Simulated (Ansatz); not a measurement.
# La on Ir(110): change of the work function, part 3 of 4

Wanted: Δφ(θ) for La/Ir(110), starting from the longbridge site.

Ansatz 0.2.0; plane-wave DFT, PBE, Ansatz PAW.

So far, work function, upper face (eV): step 2 (the clean slab) 4.93.

### 3. The covered slab, coverage 0.25 ML (continued)

ELF in the ca plane at fractional y = 0.000, with atoms of Ir and La within 0.2 Å of it. It is the smooth field of the valence electrons, not physical close to the nuclei.

Values, 11 rows by 16 columns, each cell a mean:
```
0.16 0.54 0.48 0.32 0.59 0.35 0.45 0.58 0.30 0.18 0.06 0.02 0.01 0.00 0.00 0.00
0.13 0.26 0.30 0.29 0.29 0.29 0.29 0.30 0.19 0.10 0.03 0.01 0.00 0.00 0.00 0.00
0.07 0.16 0.27 0.32 0.19 0.29 0.30 0.23 0.12 0.03 0.01 0.00 0.00 0.00 0.00 0.00
0.11 0.22 0.29 0.30 0.25 0.29 0.29 0.25 0.17 0.08 0.02 0.00 0.00 0.00 0.00 0.00
0.16 0.50 0.45 0.30 0.55 0.33 0.41 0.57 0.27 0.18 0.05 0.02 0.01 0.00 0.00 0.00
0.16 0.54 0.51 0.37 0.56 0.40 0.48 0.57 0.36 0.14 0.08 0.05 0.02 0.00 0.00 0.00
0.14 0.41 0.38 0.28 0.47 0.30 0.32 0.42 0.45 0.52 0.22 0.06 0.02 0.00 0.00 0.00
0.09 0.18 0.28 0.31 0.22 0.28 0.31 0.26 0.59 0.67 0.39 0.05 0.02 0.01 0.00 0.00
0.07 0.17 0.27 0.32 0.20 0.28 0.31 0.24 0.55 0.58 0.41 0.05 0.02 0.01 0.00 0.00
0.14 0.34 0.34 0.28 0.39 0.29 0.30 0.37 0.52 0.65 0.26 0.06 0.02 0.00 0.00 0.00
0.16 0.55 0.51 0.36 0.58 0.39 0.46 0.58 0.36 0.15 0.09 0.06 0.02 0.00 0.00 0.00
```
Columns run along c (16.0 Å, from fractional 0.27 to 0.88 of the cell), rows up along a (7.7 Å). Atoms in or near the plane, at fractional coordinates: Ir at (0.34, 0.00), Ir at (0.44, 0.00), Ir at (0.54, 0.99), Ir at (0.34, 0.50), Ir at (0.44, 0.50), Ir at (0.54, 0.51), La at (0.61, 0.25).

Electrostatic potential energy in the ca plane at fractional y = 0.000, with atoms of Ir and La within 0.2 Å of it. With pseudopotentials it is smooth inside the atoms' cores, unlike the true potential.

Ten even steps from '0' (-62 eV) to '9' (9 eV), each cell a mean:
```
99730015884000488610026999999999999999999999
99863247987423689741248999999999999999999999
99987789998878899976689999999999999999999999
99999999999999999999999999999999999999999999
99999999999999999999999999999999999999999999
99999999999999999999999999999999999999999999
99999999999999999999999999999999999999999999
99987789998877899876689999999999999999999999
99863247987423689741148999999999999999999999
99730005884000488610026999999999999999999999
99720004884000378610026999999999999999999999
99841026885101589741248999999999999999999999
99975568998645799976678877889999999999999999
99998899999888999999987533578999999999999999
99999999999999999999985343368999999999999999
99999999989999999999984375268999999999999999
99999999999999999999985343368999999999999999
99998899999888999999887534578999999999999999
99975568998645799976678877889999999999999999
99841026885101589741148999999999999999999999
99720004884000378610026999999999999999999999
```
Columns run along c (16.0 Å, from fractional 0.27 to 0.88 of the cell; values clipped at the 3rd and 97th percentile), rows up along a (7.7 Å). Atoms in or near the plane, at fractional coordinates: Ir at (0.34, 0.00), Ir at (0.44, 0.00), Ir at (0.54, 0.99), Ir at (0.34, 0.50), Ir at (0.44, 0.50), Ir at (0.54, 0.51), La at (0.61, 0.25).

The relaxation took 10 steps and lowered the energy by 3.6 eV; the largest force on the free atoms ends at 0.0080 eV/Å.

By hand: a sheet of dipoles makes a step −p/(ε₀A) in the electron's potential. With e/ε₀ = 180.95 V·Å, p = 0.5871 e·Å and A = 41.71 Å², that is −180.95 × (0.5871) / 41.71 = -2.547 eV, and the two vacuum levels of the run differ by -2.547 eV.

The covered face has 2.46 eV, -2.47 eV against the clean one; the bare back face has moved by +0.15 eV, a measure of how thin the slab is.

### 4. Adsorbate added, coverage 0.5 ML

System of this step: La/Ir(110). The cell holds 22 atoms: 20 Ir and 2 La. Its edges and angles: a = 7.680 Å, b = 5.431 Å, c = 26.416 Å, α = 90.0°, β = 90.0°, γ = 90.0°. Vacuum lies along c.

Another coverage, to see how the dipoles act on each other as their distance changes.

input.yaml reads:

```yaml
crystal:
  lattice:
    - [7.68, 0.0, 0.0]
    - [0.0, 5.4305800796, 0.0]
    - [0.0, 0.0, 26.4164751891]
  atoms:
    - { symbol: Ir, position: [0.0, 0.0, 0.3406964758] }
    - { symbol: Ir, position: [0.25, 0.25, 0.3920903506] }
    - { symbol: Ir, position: [0.0, 0.0, 0.4413184777] }
    - { symbol: Ir, position: [0.25, 0.25, 0.4982629319] }
    - { symbol: Ir, position: [0.0, 0.0, 0.5416152592] }
    - { symbol: Ir, position: [0.0, 0.5, 0.3406964758] }
    - { symbol: Ir, position: [0.25, 0.75, 0.3920903506] }
    - { symbol: Ir, position: [0.0, 0.5, 0.4413184777] }
    - { symbol: Ir, position: [0.25, 0.75, 0.4982629319] }
    - { symbol: Ir, position: [0.0, 0.5, 0.5416152592] }
    - { symbol: Ir, position: [0.5, 0.0, 0.3406964758] }
    - { symbol: Ir, position: [0.75, 0.25, 0.3920903506] }
    - { symbol: Ir, position: [0.5, 0.0, 0.4413184777] }
    - { symbol: Ir, position: [0.75, 0.25, 0.4982629319] }
    - { symbol: Ir, position: [0.5, 0.0, 0.5416152592] }
    - { symbol: Ir, position: [0.5, 0.5, 0.3406964758] }
    - { symbol: Ir, position: [0.75, 0.75, 0.3920903506] }
    - { symbol: Ir, position: [0.5, 0.5, 0.4413184777] }
    - { symbol: Ir, position: [0.75, 0.75, 0.4982629319] }
    - { symbol: Ir, position: [0.5, 0.5, 0.5416152592] }
    - { symbol: La, position: [0.25, 0.0, 0.6593035242] }
    - { symbol: La, position: [0.75, 0.5, 0.6593035242] }
kpoints:
  mp_grid: { grid: [4, 6, 1] }
hamiltonian:
  xc: pbe
scf:
  occupations: { method: fermi_dirac, width: 0.1 }
  convergence: { dr2_threshold: 1.0e-08 }
efield:
  axis: 3
  dipole_correction: true
  ramp_position: 0.97
  ramp_width: 0.06
relax:
  f_tol: 0.02
  max_steps: 60
  constraints: [{ sites: [0, 1, 5, 6, 10, 11, 15, 16] }]
output:
  bader: true
  dos: { projected: true, e_range: [-8, 4] }
  write_potential: true
  write_density: true
  volumetric_format: npy
```

On the command line:

```sh
> ansatz run input.yaml --threads 4 --pin off --max-ram 12288MiB --backend cpu --events-out ev --progress --plain --runs-dir out
```

Numbers of over 12 decimals in the logs are rounded to 6 here.

What it wrote:

```text
[...]
Crystal: 22 atoms, lattice volume = 1101.748 Å³
Basis set: ecut = 420 eV, 21487 PW (Γ), exchange–correlation on 108×80×360 points (8 copies of the dense FFT grid, shifted against one another)
Bands: 218, of which v1, the nominal top of the filled ones, is band 181 counted from 1 (180 counted from 0)
Symmetry: 8 space group operations
[...]
k-points: 12 of 24
[...]
SCF iter   1: F=—  HF=-251191.640465 eV  |F-HF|=—  |Δ(HF+E_count)|=         —  Δρ=1.19e-2  dr2=1.58e1  ethr=1.77e-3  p=0.498 e·Å  D=8.18e-2 V/Å  ΔV_dip=-2.16 eV  dr2_dipole=7.78e0  V_vac-E_F(+/−)=2.67/4.83 eV  ⟨swp⟩=7.5  Hψ=10560  notcnv=0
[...]
SCF iter  12: F=-251191.491230 eV  HF=-251191.491230 eV  |F-HF|=2.10e-9  |Δ(HF+E_count)|=   9.34e-9  Δρ=3.79e-7  dr2=4.96e-9  ethr=2.76e-12  p=0.476 e·Å  D=7.82e-2 V/Å  ΔV_dip=-2.06 eV  dr2_dipole=9.38e-10  V_vac-E_F(+/−)=2.91/4.97 eV  ⟨swp⟩=8.0  Hψ=19892  notcnv=0
SCF 1 converged in 12 iterations: F = -251191.491230 eV  dr2 = 4.96e-9
[...]
relax step   1: F+E_penalty+E_count = -251191.49123028 eV  Δ(F+E_penalty+E_count) = +0.000e0 eV  max|allowed force component| = 2.296e0 eV/Å  Δτ_max = 0.0000 Å  (12 SCF iters, accepted)
[...]
SCF iter  12: F=-251192.868501 eV  HF=-251192.868501 eV  |F-HF|=1.63e-8  |Δ(HF+E_count)|=   6.69e-8  Δρ=5.41e-7  dr2=7.37e-9  ethr=1.00e-12  p=0.480 e·Å  D=7.88e-2 V/Å  ΔV_dip=-2.08 eV  dr2_dipole=7.29e-10  V_vac-E_F(+/−)=2.90/4.98 eV  ⟨swp⟩=11.5  Hψ=20054  notcnv=0
SCF 2 converged in 12 iterations: F = -251192.868501 eV  dr2 = 7.37e-9
[...]
relax step   2: F+E_penalty+E_count = -251192.86850061 eV  Δ(F+E_penalty+E_count) = -1.377e0 eV  max|allowed force component| = 2.712e0 eV/Å  Δτ_max = 0.1949 Å  (12 SCF iters, accepted)
[...]
SCF iter  12: F=-251194.145537 eV  HF=-251194.145537 eV  |F-HF|=4.74e-9  |Δ(HF+E_count)|=   4.06e-8  Δρ=3.39e-7  dr2=4.60e-9  ethr=1.00e-12  p=0.498 e·Å  D=8.18e-2 V/Å  ΔV_dip=-2.16 eV  dr2_dipole=3.72e-10  V_vac-E_F(+/−)=2.83/4.99 eV  ⟨swp⟩=10.9  Hψ=18803  notcnv=0
SCF 3 converged in 12 iterations: F = -251194.145537 eV  dr2 = 4.60e-9
relax step   3: F+E_penalty+E_count = -251194.14553742 eV  Δ(F+E_penalty+E_count) = -1.277e0 eV  max|allowed force component| = 2.940e0 eV/Å  Δτ_max = 0.1928 Å  (12 SCF iters, accepted)
[...]
relax step   4: F+E_penalty+E_count = -251195.34741088 eV  Δ(F+E_penalty+E_count) = -1.202e0 eV  max|allowed force component| = 2.764e0 eV/Å  Δτ_max = 0.1959 Å  (12 SCF iters, accepted)
[...]
relax step   5: F+E_penalty+E_count = -251196.33041104 eV  Δ(F+E_penalty+E_count) = -9.830e-1 eV  max|allowed force component| = 2.308e0 eV/Å  Δτ_max = 0.2000 Å  (11 SCF iters, accepted)
[...]
relax step   6: F+E_penalty+E_count = -251197.05021043 eV  Δ(F+E_penalty+E_count) = -7.198e-1 eV  max|allowed force component| = 1.174e0 eV/Å  Δτ_max = 0.1950 Å  (11 SCF iters, accepted)
[...]
relax step   7: F+E_penalty+E_count = -251197.35342780 eV  Δ(F+E_penalty+E_count) = -3.032e-1 eV  max|allowed force component| = 1.836e-1 eV/Å  Δτ_max = 0.2000 Å  (11 SCF iters, accepted)
[...]
relax step   8: F+E_penalty+E_count = -251197.36638342 eV  Δ(F+E_penalty+E_count) = -1.296e-2 eV  max|allowed force component| = 1.218e-1 eV/Å  Δτ_max = 0.0530 Å  (9 SCF iters, accepted)
[...]
relax step   9: F+E_penalty+E_count = -251197.36889465 eV  Δ(F+E_penalty+E_count) = -2.511e-3 eV  max|allowed force component| = 7.515e-2 eV/Å  Δτ_max = 0.0153 Å  (8 SCF iters, accepted)
SCF iter   1: F=—  HF=-251197.370255 eV  |F-HF|=—  |Δ(HF+E_count)|=         —  Δρ=2.79e-4  dr2=9.15e-4  ethr=4.85e-6  p=0.673 e·Å  D=1.11e-1 V/Å  ΔV_dip=-2.92 eV  dr2_dipole=1.04e-4  V_vac-E_F(+/−)=2.14/5.06 eV  ⟨swp⟩=2.1  Hψ=4282  notcnv=0
[...]
SCF iter   7: F=-251197.370209 eV  HF=-251197.370209 eV  |F-HF|=3.87e-9  |Δ(HF+E_count)|=   1.86e-8  Δρ=5.21e-7  dr2=7.54e-9  ethr=2.76e-12  p=0.672 e·Å  D=1.10e-1 V/Å  ΔV_dip=-2.92 eV  dr2_dipole=9.38e-11  V_vac-E_F(+/−)=2.14/5.05 eV  ⟨swp⟩=8.5  Hψ=20543  notcnv=0
SCF 10 converged in 7 iterations: F = -251197.370209 eV  dr2 = 7.54e-9
relax step  10: F+E_penalty+E_count = -251197.37020925 eV  Δ(F+E_penalty+E_count) = -1.315e-3 eV  max|allowed force component| = 2.437e-3 eV/Å  Δτ_max = 0.0066 Å  (7 SCF iters, accepted)
[...]
SCF converged after 7 iterations
Free energy (F): -251197.370209 eV
[...]
Internal energy: -251196.439964 eV  (E = F + TS)
E sigma→0 (E₀):  -251196.905087 eV
Entropy (-TS):   -0.930245 eV (-42.284 meV/atom)
Fermi energy:    4.949798 eV
Dipole field:    D = 0.110379 V/Å  (p = 0.672059 e·Å, saw-weighted, corrected)
Work function:   Φ+ = 2.1350 eV   Φ− = 5.0508 eV
[...]
--- Forces (eV/Å), atoms counted from 1 ---
  atom   1  Ir     0.00584026     0.00000000     1.14032371
  atom   2  Ir     0.00000000    -0.10841823    -1.14007834
  atom   3  Ir    -0.00243739     0.00000000    -0.00051149
  atom   4  Ir     0.00000000    -0.00099835     0.00027321
  atom   5  Ir     0.00128675     0.00000000     0.00029004
  atom   6  Ir    -0.00584026    -0.00000000     1.14032371
  atom   7  Ir     0.00000000     0.10841823    -1.14007834
  atom   8  Ir     0.00243739    -0.00000000    -0.00051149
  atom   9  Ir     0.00000000     0.00099835     0.00027321
  atom  10  Ir    -0.00128675     0.00000000     0.00029004
  atom  11  Ir    -0.00584026    -0.00000000     1.14032371
  atom  12  Ir     0.00000000     0.10841823    -1.14007834
  atom  13  Ir     0.00243739    -0.00000000    -0.00051149
  atom  14  Ir     0.00000000     0.00099835     0.00027321
  atom  15  Ir    -0.00128675     0.00000000     0.00029004
  atom  16  Ir     0.00584026     0.00000000     1.14032371
  atom  17  Ir     0.00000000    -0.10841823    -1.14007834
  atom  18  Ir    -0.00243739     0.00000000    -0.00051149
  atom  19  Ir     0.00000000    -0.00099835     0.00027321
  atom  20  Ir     0.00128675     0.00000000     0.00029004
  atom  21  La    -0.00000000     0.00000000    -0.00062954
  atom  22  La     0.00000000     0.00000000    -0.00062954
  max |Σ_I F_I| component: 7.05e-5 eV/Å
--- Band table (eV; the first three rows and the last of 12) ---
  k-point 0: bands = [... 177 lower, 4.9947, 5.1085, 5.2636, 5.2781, 5.2784, 5.3163, 5.4224, 5.5043, ... 33 higher]
  k-point 1: bands = [... 177 lower, 4.7922, 4.9661, 5.0290, 5.0515, 5.0572, 5.0783, 5.1215, 5.2643, ... 33 higher]
  k-point 2: bands = [... 177 lower, 4.5132, 4.5508, 4.6045, 4.7719, 4.7986, 4.8906, 4.9341, 5.0605, ... 33 higher]
  k-point 11: bands = [... 177 lower, 4.5333, 4.5516, 4.5516, 4.7655, 4.7655, 4.7696, 4.7696, 5.1198, ... 33 higher]
--- Relaxed structure (10 steps of the walk, 10 accepted, 0 SCFs on fresh bases) ---
  F+E_penalty+E_count = -251197.37020925 eV   max|allowed force component| = 2.437e-3 eV/Å
  atoms:
    - { symbol: Ir, position: [0.0, 0.0, 0.340696] }
    - { symbol: Ir, position: [0.25, 0.25, 0.3920903506] }
    - { symbol: Ir, position: [-0.00253368, 0.0, 0.441624] }
    - { symbol: Ir, position: [0.25, 0.242200, 0.497857] }
    - { symbol: Ir, position: [-0.00967812, 0.0, 0.544920] }
    - { symbol: Ir, position: [0.0, 0.5, 0.340696] }
    - { symbol: Ir, position: [0.25, 0.750000, 0.3920903506] }
    - { symbol: Ir, position: [0.00253368, 0.5, 0.441624] }
    - { symbol: Ir, position: [0.25, 0.757800, 0.497857] }
    - { symbol: Ir, position: [0.00967812, 0.5, 0.544920] }
    - { symbol: Ir, position: [0.5, 0.0, 0.340696] }
    - { symbol: Ir, position: [0.75, 0.25, 0.3920903506] }
    - { symbol: Ir, position: [0.502534, 0.0, 0.441624] }
    - { symbol: Ir, position: [0.75, 0.257800, 0.497857] }
    - { symbol: Ir, position: [0.509678, 0, 0.544920] }
    - { symbol: Ir, position: [0.5, 0.5, 0.340696] }
    - { symbol: Ir, position: [0.75, 0.750000, 0.3920903506] }
    - { symbol: Ir, position: [0.497466, 0.5, 0.441624] }
    - { symbol: Ir, position: [0.75, 0.742200, 0.497857] }
    - { symbol: Ir, position: [0.490322, 0.5, 0.544920] }
    - { symbol: La, position: [0.25, 0, 0.612972] }
    - { symbol: La, position: [0.75, 0.5, 0.612972] }
--- Bader charges: 22 sites ---
  site symbol  charge [e]  shift [e]
     0     Ir     -0.0603     0.0001
     1     Ir      0.0457     0.0001
     2     Ir      0.0131     0.0000
     3     Ir     -0.0599     0.0000
     4     Ir     -0.5334     0.0001
     5     Ir     -0.0603     0.0001
     6     Ir      0.0457     0.0001
     7     Ir      0.0131     0.0000
     8     Ir     -0.0599     0.0000
     9     Ir     -0.5334     0.0001
    10     Ir     -0.0603     0.0001
    11     Ir      0.0457     0.0001
    12     Ir      0.0131     0.0000
    13     Ir     -0.0599     0.0000
    14     Ir     -0.5334     0.0001
    15     Ir     -0.0603     0.0001
    16     Ir      0.0457     0.0001
    17     Ir      0.0131     0.0000
    18     Ir     -0.0599     0.0000
    19     Ir     -0.5334     0.0001
    20     La      1.1894     0.0001
    21     La      1.1894     0.0001
  estimated error of the sums over rays = 7.9e-4 e
```

Run time: 22 min. Hardware: 4 threads of Intel Xeon Platinum 8175M at 2.50GHz (Skylake/Cascade Lake), shared host; peak memory 6 GiB.

Relaxation path:

| step | energy less that of the first step (eV) | largest force component (eV/Å) |
| --- | --- | --- |
| 1 | 0.0000 | 2.2959 |
| 2 | -1.3773 | 2.7121 |
| 3 | -2.6543 | 2.9397 |
| 4 | -3.8562 | 2.7638 |
| 5 | -4.8392 | 2.3085 |
| 6 | -5.5590 | 1.1743 |
| 7 | -5.8622 | 0.1836 |
| 8 | -5.8752 | 0.1218 |
| 9 | -5.8777 | 0.0751 |
| 10 | -5.8790 | 0.0024 |

Forces are held to the 8 operations that the run works with; a distortion that breaks them can't arise in this run.

The atoms that moved most (Å):

```
atom      dx     dy      dz  length
La21   0.000  0.000  -1.224   1.224
La22   0.000  0.000  -1.224   1.224
Ir15   0.074  0.000   0.087   0.115
 Ir5  -0.074  0.000   0.087   0.115
Ir10   0.074  0.000   0.087   0.115
Ir20  -0.074  0.000   0.087   0.115
 Ir9   0.000  0.042  -0.011   0.044
Ir14   0.000  0.042  -0.011   0.044
```

This step gave:

```
energy at zero smearing        : -251196.9051 eV
work function, upper face      : 2.135 eV
work function, lower face      : 5.051 eV
dipole along the normal        : 0.6721 e·Å
step between the vacuum levels : -2.916 eV
```

Running mean over 1.358 Å of the planar mean; the ramp of the sawtooth is left out. Table of electron's electrostatic potential energy less the Fermi level by z:

```
z (Å)  electron's electrostatic potential energy less the Fermi level (eV)
  3.5                                                                 5.05
  4.0                                                                 5.05
  4.5                                                                 5.05
  5.0                                                                 5.05
  5.5                                                                 5.04
  6.0                                                                 5.02
  6.5                                                                 4.94
  7.0                                                                 4.66
  7.5                                                                 3.55
  8.0                                                               -0.340
  8.5                                                                -6.52
  9.0                                                                -11.2
  9.5                                                                -12.7
 10.0                                                                -13.3
 10.5                                                                -13.8
 11.0                                                                -14.0
 11.5                                                                -13.5
 12.0                                                                -12.3
 12.5                                                                -11.9
 13.0                                                                -13.0
 13.5                                                                -14.3
 14.0                                                                -14.2
 14.5                                                                -11.9
 15.0                                                                -8.02
 15.5                                                                -5.17
 16.0                                                                -5.00
 16.5                                                                -4.64
 17.0                                                                -2.58
 17.5                                                               -0.161
 18.0                                                                 1.19
 18.5                                                                 1.71
 19.0                                                                 1.94
 19.5                                                                 2.04
 20.0                                                                 2.09
 20.5                                                                 2.12
 21.0                                                                 2.13
 21.5                                                                 2.13
 22.0                                                                 2.13
 22.5                                                                 2.13
 23.0                                                                 2.13
```

The density of states has structure finer than the step of the table below, so its rows give means over 0.5 eV, whole bins alone (the curve runs from -8 to 1.98 eV). Peaks (eV: height): -4.63: 43.5, -3.13: 45.6, -2.98: 63.3, -2.68: 64.6, -1.92: 40.4, -0.90: 40.4, 0.30: 43.5.

Density of states against energy, zero at the Fermi level; means over each step:

| energy (eV) | density of states (states/eV a cell) |
| --- | --- |
| -7.5 | 7.09 |
| -7.0 | 15.0 |
| -6.5 | 17.1 |
| -6.0 | 21.8 |
| -5.5 | 21.4 |
| -5.0 | 19.3 |
| -4.5 | 27.4 |
| -4.0 | 23.4 |
| -3.5 | 30.7 |
| -3.0 | 32.3 |
| -2.5 | 26.7 |
| -2.0 | 25.4 |
| -1.5 | 27.1 |
| -1.0 | 27.3 |
| -0.5 | 27.3 |
| 0.0 | 28.1 |
| 0.5 | 27.8 |
| 1.0 | 24.2 |
| 1.5 | 18.6 |

Projected DOS per atom over height of the atomic layer and energy from the Fermi level. Layers: Ir4 Ir4 Ir4 Ir4 Ir4 La2 from below.

Ten even steps from '_' (0.1 states/eV) to '@' (7.4 states/eV), each cell a mean:
```
__________@@
__________::
........__..
::..........
::..........
::..........
............
::........__
::........__
....__....__
::......::__
::::::..::__
..........__
..........__
..::......__
__..__....__
__........__
__......____
__..::..____
__......____
____________
____________
```
Columns: height of the atomic layer (Å) from 9 to 16.2 (not evenly spaced); rows upwards: energy from the Fermi level (eV) from -7.96 to 1.95.

The relaxation took 10 steps and lowered the energy by 5.9 eV; the largest force on the free atoms ends at 0.0024 eV/Å.

The covered face has 2.13 eV, -2.79 eV against the clean one; the bare back face has moved by +0.19 eV, a measure of how thin the slab is.

### 5. Work function against coverage

This step: plane-wave DFT, PBE, Ansatz PAW; work function against coverage (Ansatz 0.2.0).

The runs are now put side by side.

This step gave:

| Item | Value |
| --- | --- |
| work function of the clean face | 4.928 eV |
| largest change of the work function | -2.793 eV |

The work function of the covered face by coverage:

```csv
coverage (adsorbates/nm²),work function of the covered face (eV)
0.00,4.93
2.40,2.46
4.80,2.13
```

The dipole per adsorbate comes from the change of the cell's dipole. Coverage, by row:

| coverage (1/nm²) | coverage (ML) | work function (eV) | change (eV) | dipole per adsorbate, positive end outwards (debye) | mean height of the added atoms over the highest substrate atom (Å) |
| --- | --- | --- | --- | --- | --- |
| 2.398 | 0.25 | 2.458 | -2.47 | 2.9 | 1.752 |
| 4.795 | 0.5 | 2.135 | -2.793 | 1.654 | 1.798 |

(Continued in part 4 of 4.)

[Logs are printed without paths, hosts, clocks, repeated set-up lines and the standing remarks that a program may print on its own settings, such as how far it seeks lower states.]

[Hosts, paths, dates, database ids (printed as entryN), source tags and the programs' standing remarks are cut or masked in the printed files.]

[Maps of the electrostatic potential energy from Ansatz leave out the sawtooth potential of an applied field or a dipole correction, so their vacuum need not be flat; planar profiles and work functions include it.]

[The density of states shown here was stored with 400 of the rows of the run's finer table, so its peaks can read low, often by over a quarter, or be missed, and its means over a window can be off by a tenth or more.]
